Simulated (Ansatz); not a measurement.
# Hf2NF2 monolayer: relaxing the cell for a phonon run

Aim: bring Hf2NF2 monolayer to small forces and stress, as phonons need.

Program: Ansatz 0.2.0. Level of theory: DFT PBEsol, scalar-relativistic, plane waves, PAW. Results are calculated unless marked as measured.

Report form: the programs' logs are mostly left out.

### 1. The starting structure

The cell holds 5 atoms: 1 N, 2 Hf and 2 F. Cell: a = 3.260 Å, b = 3.260 Å, c = 20.000 Å, α = 90.0°, β = 90.0°, γ = 120.0°. Vacuum lies along c.

### 2. A coarse first look

A quick single point on a coarse mesh tells whether the cell has a gap and how far it is from rest, which sets the k mesh and smearing that follow.

The program solves this slab on a cell height of its own, 33.2 Å, in place of the one typed.

The input, input.yaml:

```yaml
crystal:
  lattice:
    - [3.26, 0.0, 0.0]
    - [-1.63, 2.82324, 0.0]
    - [0.0, 0.0, 20.0]
  atoms:
    - { symbol: "N", position: [0.0, 0.0, 0.5] }
    - { symbol: Hf, position: [0.333333, 0.666667, 0.56] }
    - { symbol: Hf, position: [0.666667, 0.333333, 0.44] }
    - { symbol: F, position: [0.666667, 0.333333, 0.6175] }
    - { symbol: F, position: [0.333333, 0.666667, 0.3825] }
  periodic: [true, true, false]
kpoints:
  mp_grid: { grid: [6, 6, 1] }
hamiltonian:
  xc: pbesol
scf:
  occupations: { method: gaussian, width: 0.1 }
output:
  forces: true
  stress: true
  eigenvalues: true
```

The run is started by

```
> ansatz run input.yaml --threads 8 --pin off --max-ram 14336MiB --backend cpu --events-out ev --progress --plain --runs-dir out
```

Run time: 1.1 s. Hardware: 8 threads of Arm Neoverse V2, shared host; peak memory 0.78 GiB; 6.7 s of CPU time.

This run has no spin polarisation although its electron count is odd.

This step gave:

```yaml
gap_on_the_k_mesh: 0 eV
area_per_atom: 1.841 Å²
```

The coarse mesh shows no gap.

### 3. Coarse relaxation

A rough relaxation comes first, because large forces or stress need no tight tolerances yet.

The program solves this slab on a cell height of its own, 33.2 Å, in place of the one typed.

input.yaml: that of step 2 with these lines changed.

```diff
@@ -13,3 +13,3 @@
 kpoints:
-  mp_grid: { grid: [6, 6, 1] }
+  mp_grid: { grid: [9, 9, 1] }
 hamiltonian:
@@ -22 +22,6 @@
   eigenvalues: true
+relax:
+  adjacent_minimum: "off"
+  f_tol: 0.05
+  max_steps: 80
+  cell: { stress_2d_tol: 0.02 }
```

Elapsed: 15 s, on 8 threads; peak memory 1 GiB; 1.7 min of CPU time.

Relaxation path:

| step | energy less that of the first step (eV) | largest force component (eV/Å) | volume (Å³) |
| --- | --- | --- | --- |
| 1 | 0.0000 | 2.8901 | 305.56 |
| 2 | -0.2742 | 1.9900 | 299.05 |
| 3 | -0.3735 | 0.2806 | 296.05 |
| 4 | -0.3834 | 0.1998 | 297.97 |
| 5 | -0.3789 | 0.2353 | 300.86 |
| 6 | -0.3842 | 0.0142 | 299.41 |
| 7* | -0.3798 | 0.0146 | 299.41 |
| 8 | -0.3803 | 0.0024 | 298.95 |
| 9* | -0.3799 | 0.0024 | 298.95 |

Relaxation steps marked * repeat the geometry before them on a plane-wave basis chosen anew for their cell, so energy and pressure can jump there. Relaxation step 5 was tried and not accepted.

The run keeps the 12 symmetry operations that it works with, so distortions that break them were not tested.

| cell as run | before | after | change |
| --- | --- | --- | --- |
| a (Å) | 3.260 | 3.224 | -1.1 % |
| b (Å) | 3.260 | 3.224 | -1.1 % |

The atoms that moved most (Å, along periodic axes as changes of fractional coordinates times the final cell, across vacuum about the mean position):

| atom | dx | dy | dz | length |
| --- | --- | --- | --- | --- |
| F5 | 0.000 | 0.000 | -0.111 | 0.111 |
| F4 | 0.000 | 0.000 | 0.111 | 0.111 |
| Hf3 | 0.000 | 0.000 | 0.063 | 0.063 |
| Hf2 | 0.000 | 0.000 | -0.063 | 0.063 |

Final coordinates:

```xyz
5
Lattice="3.2245 0.0000 0.0000 -1.6122 2.7925 0.0000 0.0000 0.0000 33.2000" Properties=species:S:1:pos:R:3
N     0.0000    0.0000   10.0000
Hf    0.0000    1.8617   11.1366
Hf    1.6122    0.9308    8.8634
F     1.6122    0.9308   12.4609
F     0.0000    1.8617    7.5391
```

This step gave:

```
area per atom : 1.801 Å²
```

The relaxation ends with a largest force component of 0.0024 eV/Å.

### 4. Bringing the structure to rest

The cell and atoms are relaxed, since residual forces and stress would shift the frequencies.

The input, input.yaml:

```yaml
crystal:
  lattice:
    - [3.2244934277, 0.0, 0.0]
    - [-1.6122467139, 2.7924932227, 0.0]
    - [0.0, 0.0, 33.2]
  atoms:
    - { symbol: "N", position: [0.0, 0.0, 0.3012048193] }
    - { symbol: Hf, position: [0.3333333333, 0.6666666667, 0.3354385666] }
    - { symbol: Hf, position: [0.6666666667, 0.3333333333, 0.2669710719] }
    - { symbol: F, position: [0.6666666667, 0.3333333333, 0.3753290956] }
    - { symbol: F, position: [0.3333333333, 0.6666666667, 0.227080543] }
  periodic: [true, true, false]
kpoints:
  mp_grid: { grid: [12, 12, 1] }
hamiltonian:
  xc: pbesol
scf:
  occupations: { method: gaussian, width: 0.1 }
output:
  forces: true
  stress: true
  eigenvalues: true
  write_density: true
  write_potential: true
  elf: true
  volumetric_format: npy
relax:
  adjacent_minimum: "off"
  f_tol: 0.005
  max_steps: 80
  cell: { stress_2d_tol: 0.02 }
```

Elapsed: 17 s, on 8 threads; peak memory 1.1 GiB; 2.1 min of CPU time.

The steps of the relaxation:

| step | energy less that of the first step (eV) | largest force component (eV/Å) | volume (Å³) |
| --- | --- | --- | --- |
| 1 | 0.0000 | 0.0506 | 298.95 |
| 2 | -0.0014 | 0.0689 | 297.46 |
| 3 | -0.0014 | 0.0069 | 297.95 |
| 4 | -0.0014 | 0.0011 | 297.91 |
| 5* | -0.0006 | 0.0011 | 297.91 |
| 6 | -0.0007 | 0.0000 | 297.83 |
| 7* | -0.0005 | 0.0000 | 297.83 |

Relaxation steps marked * repeat the geometry before them on a plane-wave basis chosen anew for their cell, so energy and pressure can jump there.

Forces are held to the 12 operations that the run works with; a distortion that breaks them can't arise in this run.

| cell as run | before | after | change |
| --- | --- | --- | --- |
| a (Å) | 3.224 | 3.218 | -0.2 % |
| b (Å) | 3.224 | 3.218 | -0.2 % |

The relaxed structure:

```
N Hf F
1.0
     3.21847    0.00000    0.00000
    -1.60924    2.78728    0.00000
     0.00000    0.00000   33.20000
N Hf F
1 2 2
Cartesian
  0.0000 0.0000 10.0000
  0.0000 1.8582 11.1414
  1.6092 0.9291 8.8586
  1.6092 0.9291 12.4692
  0.0000 1.8582 7.5308
```

Numbers from this step:

- area per atom: 1.794 Å²

ELF in the ac plane at fractional y = 0.333, with atoms of Hf and F within 0.2 Å of it. It is the smooth field of the valence electrons, not physical close to the nuclei.

Ten even steps from '0' (0.00) to '9' (0.80), each cell a mean:
```
00000000000000000
00000000000000000
00000000000000000
00000000000000000
00000000000000000
00000000000000000
00000000000000000
00000000000000000
00000000000000000
00000000000000000
00000000000000000
00000000000000000
00000000000000000
00000000000000000
20000136788888875
12222213455555532
34444432233333323
22232124799999963
24554321112222111
00111000000000000
00000000000000000
00000000000000000
00000000000000000
00000000000000000
```
Columns run along a (3.2 Å), rows up along c (33.2 Å). Atoms in or near the plane, at fractional coordinates: Hf at (0.67, 0.27), F at (0.67, 0.38).

Electrostatic potential energy in the ac plane at fractional y = 0.333, with atoms of Hf and F within 0.2 Å of it. With pseudopotentials it is smooth inside the atoms' cores, unlike the true potential.

Ten even steps from '_' (-31 eV) to '@' (0 eV), each cell a mean:
```
@@@@@@@@@@@@@@@@@@@@@@@@@@@@@@@@@@
@@@@@@@@@@@@@@@@@@@@@@@@@@@@@@@@@@
@@@@@@@@@@@@@@@@@@@@@@@@@@@@@@@@@@
@@@@@@@@@@@@@@@@@@@@@@@@@@@@@@@@@@
@@@@@@@@@@@@@@@@@@@@@@@@@@@@@@@@@@
@@@@@@@@@@@@@@@@@@@@@@@@@@@@@@@@@@
@@@@@@@@@@@@@@@@@@@@@@@@@@@@@@@@@@
@@@@@@@@@@@@@@@@@@@@@@@@@@@@@@@@@@
@@@@@@@@@@@@@@@@@@@@@@@@@@@@@@@@@@
@@@@@@@@@@@@@@@@@@@@@@@@@@@@@@@@@@
@@@@@@@@@@@@@@@@@@@@@@@@@@@@@@@@@@
@@@@@@@@@@@@@@@@@@@@@@@@@@@@@@@@@@
@@@@@@@@@@@@@@@@@@@@@@@@@@@@@@@@@@
@@@@@@@@@@@@@@@@@@@@@@@@@@@@@@@@@@
@@@@@@@@@@@@@@@@##++========++%%@@
**++++==++++**##**++++++++++**####
##**********######**********######
++##%%%%####++..________________--
%%%%@@@@@@%%%%%%##************##%%
@@@@@@@@@@@@@@@@@@@@@@@@@@@@@@@@@@
@@@@@@@@@@@@@@@@@@@@@@@@@@@@@@@@@@
@@@@@@@@@@@@@@@@@@@@@@@@@@@@@@@@@@
@@@@@@@@@@@@@@@@@@@@@@@@@@@@@@@@@@
@@@@@@@@@@@@@@@@@@@@@@@@@@@@@@@@@@
```
Columns run along a (3.2 Å; values clipped at the 3rd and 97th percentile), rows up along c (33.2 Å). Atoms in or near the plane, at fractional coordinates: Hf at (0.67, 0.27), F at (0.67, 0.38).

Valence density in the ac plane at fractional y = 0.333, with atoms of Hf and F within 0.2 Å of it. It is the smooth field of the valence electrons, not physical close to the nuclei.

Ten steps, logarithmic in the rise over the least value, from '_' (0 e/Å³) to '@' (20 e/Å³), each cell a mean:
```
__________________________________
__________________________________
__________________________________
__________________________________
__________________________________
__________________________________
__________________________________
__________________________________
__________________________________
__________________________________
__________________________________
__________________________________
__________________________________
__________________________________
____________....--==**##**++==::..
::::::--::::::::::==++++++==--::::
::::------::::::::::::--::::::::::
::..........::==**%%@@@@@@@@##++--
..................::::----::::....
__________________________________
__________________________________
__________________________________
__________________________________
__________________________________
```
Columns run along a (3.2 Å), rows up along c (33.2 Å). Atoms in or near the plane, at fractional coordinates: Hf at (0.67, 0.27), F at (0.67, 0.38).

### 5. Tight relaxation

Phonons need a cell at rest on their own settings, so the relaxation is repeated with tight tolerances on forces and stress on the k mesh and occupations of the first response run.

input.yaml, the sections that differ from step 4:

```yaml
crystal:
  lattice:
    - [3.2184728303, 0.0, 0.0]
    - [-1.6092364152, 2.7872792324, 0.0]
    - [0.0, 0.0, 33.2]
  atoms:
    - { symbol: "N", position: [0.0, 0.0, 0.3012048193] }
    - { symbol: Hf, position: [0.3333333333, 0.6666666667, 0.3355853266] }
    - { symbol: Hf, position: [0.6666666667, 0.3333333333, 0.2668243119] }
    - { symbol: F, position: [0.6666666667, 0.3333333333, 0.3755786512] }
    - { symbol: F, position: [0.3333333333, 0.6666666667, 0.2268309874] }
  periodic: [true, true, false]
scf:
  occupations: { method: methfessel_paxton, width: 0.15 }
relax:
  adjacent_minimum: "off"
  f_tol: 0.001
  max_steps: 60
  cell: { stress_2d_tol: 0.002 }
# kpoints, hamiltonian, output: as in step 4
```

Wall time 16 s (8 threads); peak memory 1.1 GiB; 1.9 min of CPU time.

Little changed from the start: no atom moved by 0.005 Å and no cell edge by 0.1 %.

Valence density in the ac plane at fractional y = 0.333, with atoms of Hf and F within 0.2 Å of it. It is the smooth field of the valence electrons, not physical close to the nuclei.

Values in e/Å³, 24 rows by 14 columns, each cell a mean:
```
 0  0  0  0  0  0  0  0  0  0  0  0  0  0
 0  0  0  0  0  0  0  0  0  0  0  0  0  0
 0  0  0  0  0  0  0  0  0  0  0  0  0  0
 0  0  0  0  0  0  0  0  0  0  0  0  0  0
 0  0  0  0  0  0  0  0  0  0  0  0  0  0
 0  0  0  0  0  0  0  0  0  0  0  0  0  0
 0  0  0  0  0  0  0  0  0  0  0  0  0  0
 0  0  0  0  0  0  0  0  0  0  0  0  0  0
 0  0  0  0  0  0  0  0  0  0  0  0  0  0
 0  0  0  0  0  0  0  0  0  0  0  0  0  0
 0  0  0  0  0  0  0  0  0  0  0  0  0  0
 0  0  0  0  0  0  0  0  0  0  0  0  0  0
 0  0  0  0  0  0  0  0  0  0  0  0  0  0
 0  0  0  0  0  0  0  0  0  0  0  0  0  0
 0  0  0  0  0  0  0  1  3  5  4  2  1  0
 0  0  1  1  0  0  0  1  2  3  2  1  1  0
 0  1  1  1  1  0  0  0  0  1  1  0  0  0
 0  0  0  0  0  1  2  7 14 19 17 10  4  1
 0  0  0  0  0  0  0  0  1  1  1  0  0  0
 0  0  0  0  0  0  0  0  0  0  0  0  0  0
 0  0  0  0  0  0  0  0  0  0  0  0  0  0
 0  0  0  0  0  0  0  0  0  0  0  0  0  0
 0  0  0  0  0  0  0  0  0  0  0  0  0  0
 0  0  0  0  0  0  0  0  0  0  0  0  0  0
```
Columns run along a (3.2 Å), rows up along c (33.2 Å). Atoms in or near the plane, at fractional coordinates: Hf at (0.67, 0.27), F at (0.67, 0.38).

Electrostatic potential energy in the ac plane at fractional y = 0.333, with atoms of Hf and F within 0.2 Å of it. With pseudopotentials it is smooth inside the atoms' cores, unlike the true potential.

Values in eV, 24 rows by 14 columns, each cell a mean:
```
  0   0   0   0   0   0   0   0   0   0   0   0   0   0
  0   0   0   0   0   0   0   0   0   0   0   0   0   0
  0   0   0   0   0   0   0   0   0   0   0   0   0   0
  0   0   0   0   0   0   0   0   0   0   0   0   0   0
  0   0   0   0   0   0   0   0   0   0   0   0   0   0
  0   0   0   0   0   0   0   0   0   0   0   0   0   0
  0   0   0   0   0   0   0   0   0   0   0   0   0   0
  0   0   0   0   0   0   0   0   0   0   0   0   0   0
  0   0   0   0   0   0   0   0   0   0   0   0   0   0
  0   0   0   0   0   0   0   0   0   0   0   0   0   0
  0   0   0   0   0   0   0   0   0   0   0   0   0   0
  0   0   0   0   0   0   0   0   0   0   0   0   0   0
  0   0   0   0   0   0   0   0   0   0   0   0   0   0
  0   0   0   0   0   0   0   0   0   0   0   0   0   0
 -2  -2  -2  -2  -1  -2  -4 -12 -17 -18 -18 -15  -8  -2
-11 -14 -15 -15 -13 -10  -9 -12 -14 -15 -15 -13 -10  -8
 -9 -11 -12 -11 -10  -8  -8  -9 -10 -11 -10 -10  -9  -8
-12  -7  -6  -6  -9 -17 -27 -31 -31 -31 -31 -31 -30 -23
 -4  -3  -3  -3  -4  -5  -7  -9 -11 -12 -12 -10  -8  -6
  0   0   0   0   0   0   0   0   0  -1  -1   0   0   0
  0   0   0   0   0   0   0   0   0   0   0   0   0   0
  0   0   0   0   0   0   0   0   0   0   0   0   0   0
  0   0   0   0   0   0   0   0   0   0   0   0   0   0
  0   0   0   0   0   0   0   0   0   0   0   0   0   0
```
Columns run along a (3.2 Å; values clipped at the 3rd and 97th percentile), rows up along c (33.2 Å). Atoms in or near the plane, at fractional coordinates: Hf at (0.67, 0.27), F at (0.67, 0.38).

ELF in the ac plane at fractional y = 0.333, with atoms of Hf and F within 0.2 Å of it. It is the smooth field of the valence electrons, not physical close to the nuclei.

Ten even steps from '_' (0.00) to '@' (0.80), each cell a mean:
```
__________________________________
__________________________________
__________________________________
__________________________________
__________________________________
__________________________________
__________________________________
__________________________________
__________________________________
__________________________________
__________________________________
__________________________________
__________________________________
__________________________________
::________..--**##%%%%%%%%%%%%##++
..::::::::::..--==++++++++++++--::
--==========--::::------------::--
::::::--::..::==##@@@@@@@@@@@@**--
::==++++==--::......::::::::......
____......________________________
__________________________________
__________________________________
__________________________________
__________________________________
```
Columns run along a (3.2 Å), rows up along c (33.2 Å). Atoms in or near the plane, at fractional coordinates: Hf at (0.67, 0.27), F at (0.67, 0.38).

The largest force component left is 0.048 meV/Å, within the tolerances set.

### 6. What came out

| Property | Result |
| --- | --- |
| space group after relaxation (within 0.01 Å) | P-3m1 |
| lattice constant a | 3.219 Å |
| lattice constant b | 3.219 Å |
| area per atom | 1.79 Å² |

What this shows: The largest force component left is 0.048 meV/Å, within the tolerances set. The relaxation keeps the symmetry of its start, so it says nothing on stability against lower symmetry. The runs are without spin polarisation, although the cell has an odd electron count. Spin-orbit coupling is left out, which can matter for the heavy elements here. The starting cell was built on a prototype and not taken from a measurement.

[Logs are printed without paths, hosts, clocks, repeated set-up lines and the standing remarks that a program may print on its own settings, such as how far it seeks lower states.]

[Hosts, paths, dates, database ids (printed as entryN), source tags and the programs' standing remarks are cut or masked in the printed files.]
